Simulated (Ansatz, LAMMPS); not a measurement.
# An extra electron or hole in a frame of liquid (Cs,Li)Cl from 1300 K (106 atoms): runs compared

Aim: add and remove one electron in a frame of liquid (Cs,Li)Cl from 1300 K (106 atoms), with atoms held and relaxed, and read trapping energy and localisation.

Computed with Ansatz 0.2.0: Kohn-Sham DFT, RPBE, PAW (set soft_2), plane waves.

In doubt: warnings of the run leave room for a lower electronic state (in some of the runs), so energies may not be the lowest and differences between runs may mislead.

## 1. The cell as built

The cell holds 106 atoms: 12 Cs, 41 Li and 53 Cl. Cell: a = 14.984 Å, b = 14.984 Å, c = 14.984 Å, α = 90.0°, β = 90.0°, γ = 90.0°. 106 atoms (12 Cs, 41 Li, 53 Cl) placed at random at 1.85 g/cm³, melted at 1800 K for 10 ps at fixed volume with the Lennard-Jones and Coulomb ion parameters for SPC/E (Joung and Cheatham, J. Phys. Chem. B 112, 9020 (2008)), full charges. Snapshot at the end of a hold of 20 ps at 1300 K and fixed volume.

Limits known from the start: The starting topology of bonds comes from the classical model, and needn't be the one that DFT or experiment would give. The ion parameters were fitted for water, not for melts, so the starting structure of this cell may lie well off the real melt's. Only the Γ point is sampled, in a cell whose shortest periodic width is 15 Å. Spin–orbit coupling is left out, which matters for the levels of the heavy elements. The liquid is relaxed first, so the results are those of a frozen frame at zero temperature.

## 2. The reference run

The reference is a single point at the end of the relaxation.

The charged cells start from the geometry of this run, on a uniform background, with spin and a narrow Fermi–Dirac smearing.

Its input, with most atom lines left out:

```yaml
crystal:
  lattice:
    - [14.9841, 0.0, 0.0]
    - [0.0, 14.9841, 0.0]
    - [0.0, 0.0, 14.9841]
  atoms:
    - { symbol: Cs, position: [0.28422, 0.2394, 0.4349] }
    - { symbol: Cs, position: [0.34537, 0.85146, 0.41334] }
    - { symbol: Cs, position: [0.72775, 0.32975, 0.23079] }
    - { symbol: Cs, position: [0.21538, 0.99031, 0.84911] }
    - { symbol: Cs, position: [0.5335, 0.98362, 0.09254] }
    - { symbol: Cs, position: [0.04492, 0.02066, 0.56362] }
    - { symbol: Cs, position: [0.72606, 0.89534, 0.52526] }
    [... atom lines 8 to 106 left out ...]
kpoints:
  mp_grid: { grid: [1, 1, 1] }
hamiltonian:
  xc: rpbe
scf:
  occupations: { method: fermi_dirac, width: 0.112 }
output:
  forces: true
  stress: true
  populations: true
  dos:
    method: { smearing: { sigma: 0.1 } }
    de: 0.1
    projected: { site_lists: { Cl: [Cl], Cs: [Cs], Li: [Li] } }
  eigenvalues: true
  write_density: true
  write_potential: true
  volumetric_format: npy
  elf: true
```

- free energy per atom: -1265.9920 eV/atom
- r.m.s. force component: 0.00475 eV/Å
- pressure: -0.03884 GPa

Filled and empty levels are parted by 4.83 eV (at Γ alone); a semilocal functional tends to put such gaps too low. In a disordered cell it changes from sample to sample and from frame to frame.

## 3. The runs

Each row is one run, on 4 threads of Arm Neoverse N1, shared host. The free energy is the program's total, comparable only between runs with the same functional, potentials and atoms; between charge states it hangs on the program's zero of potential.

```csv
run,atoms,outcome,"ionic steps, all passes",free energy (eV),time,host memory (GiB)
Single point at the start,106,converged,-,-134179.025,73 s,3.9
Relaxation,106,converged,41,-134195.156,31 min,4.0
Single point at the relaxed geometry,106,converged,-,-134195.156,1.7 min,4.0
"An extra electron, atoms held",106,converged,-,-134190.813,4.3 min,6.8
"An extra electron, atoms relaxed",106,converged,2,-134190.813,4.7 min,6.6
"An extra electron, levels at the relaxed geometry",106,converged,-,-134190.813,4.3 min,6.8
Neutral at the geometry of the electron,106,converged,-,-134195.156,94 s,4.0
"An extra hole, atoms held",106,converged,-,-134194.432,8.6 min,6.9
"An extra hole, atoms relaxed",106,converged,22,-134195.047,54 min,6.8
"An extra hole, levels at the relaxed geometry",106,converged,-,-134195.047,4 min,6.8
Neutral at the geometry of the hole,106,converged,-,-134193.698,96 s,4.0
```

In some runs the program notes that the exchange-correlation potential is rough where the density is thin and starting moments were not kept. Further notices: convergence withheld.

The surroundings of Cl66, which holds the most spin of the extra hole after relaxation, nearest first, numbered as they follow in the input and with coordinates relative to it.

```csv
atom,x,y,z,distance (Å),Löwdin charge (e),moment (μB)
Cl66,0.00,0.00,0.00,0.00,-0.33,0.39
Li15,0.59,0.06,2.32,2.40,0.74,0.00
Cl89,-2.36,-1.36,0.06,2.72,-0.38,0.35
Li20,-0.82,-2.85,1.34,3.25,0.70,0.00
Cl80,-0.60,-1.63,3.34,3.76,-0.69,0.00
Cs10,-1.07,3.68,0.68,3.89,0.86,0.00
Cs11,-0.78,-2.62,-2.86,3.96,0.84,0.00
Cl88,0.87,2.05,3.38,4.05,-0.71,0.00
Cl58,3.32,1.11,-2.26,4.17,-0.69,0.01
Cl77,0.80,-4.10,0.00,4.17,-0.68,0.00
```

## 4. Energies and spread of the extra charge

Energies are differences within one cell and functional; the shift is the gain plus the neutral cell's energy at the new geometry, that is how much cheaper the vertical process becomes there. The spread is the participation number of the site moments (1/Σw², over the spin inside atomic spheres), with the atom that holds the largest share and the spin that the spheres hold in all.

```csv
carrier,"charged less neutral, atoms held (eV)",gain on relaxing (eV),"neutral cell at that geometry, less the reference (eV)",shift of the vertical energy (eV),"spread, atoms held","spread, relaxed"
electron,4.343,0.000,0.000,0.000,-,-
hole,0.724,0.615,1.458,2.073,24; Cl66 10 % of 0.68 μB,2; Cl66 50 % of 0.79 μB
```

## 5. Outcome

The extra electron gains 0 eV as the atoms relax: so small a gain shows no trapping at this level. The cell with the electron keeps a moment of only 0.00 μB where one unpaired electron should give 1 μB: the carrier is shared between both spins, which can hide trapping. The extra hole gains 0.61 eV as the atoms relax, and its spin goes from about 24 to 2 atoms: the atoms trap it, with the largest share on Cl66. The Cl66–Li20 distance goes from 2.39 to 3.25 Å. Adding the two vertical energies gives 5.07 eV, against a gap of 4.83 eV in the neutral cell. The zero of the potential cancels in this sum; the excess isn't taken apart here: charging of a small cell, filling of bands on a coarse mesh and the attraction to the background can all enter.

**Limits.** Single energies of charged cells hang on the program's zero of potential. In the spin-polarised runs the search for a state of lower energy was switched off. No distortion was seeded, so a trapped state behind a barrier can't be found. Local and semilocal functionals favour spread-out charges, so trapping can be missed. Charged cells carry a uniform background, with no correction for images.

The DFT runs together took 2 h of wall time.

[Logs are printed without paths, hosts, clocks, repeated set-up lines and the standing remarks that a program may print on its own settings, such as how far it seeks lower states.]

[Hosts, paths, dates, database ids (printed as entryN), source tags and the programs' standing remarks are cut or masked in the printed files.]
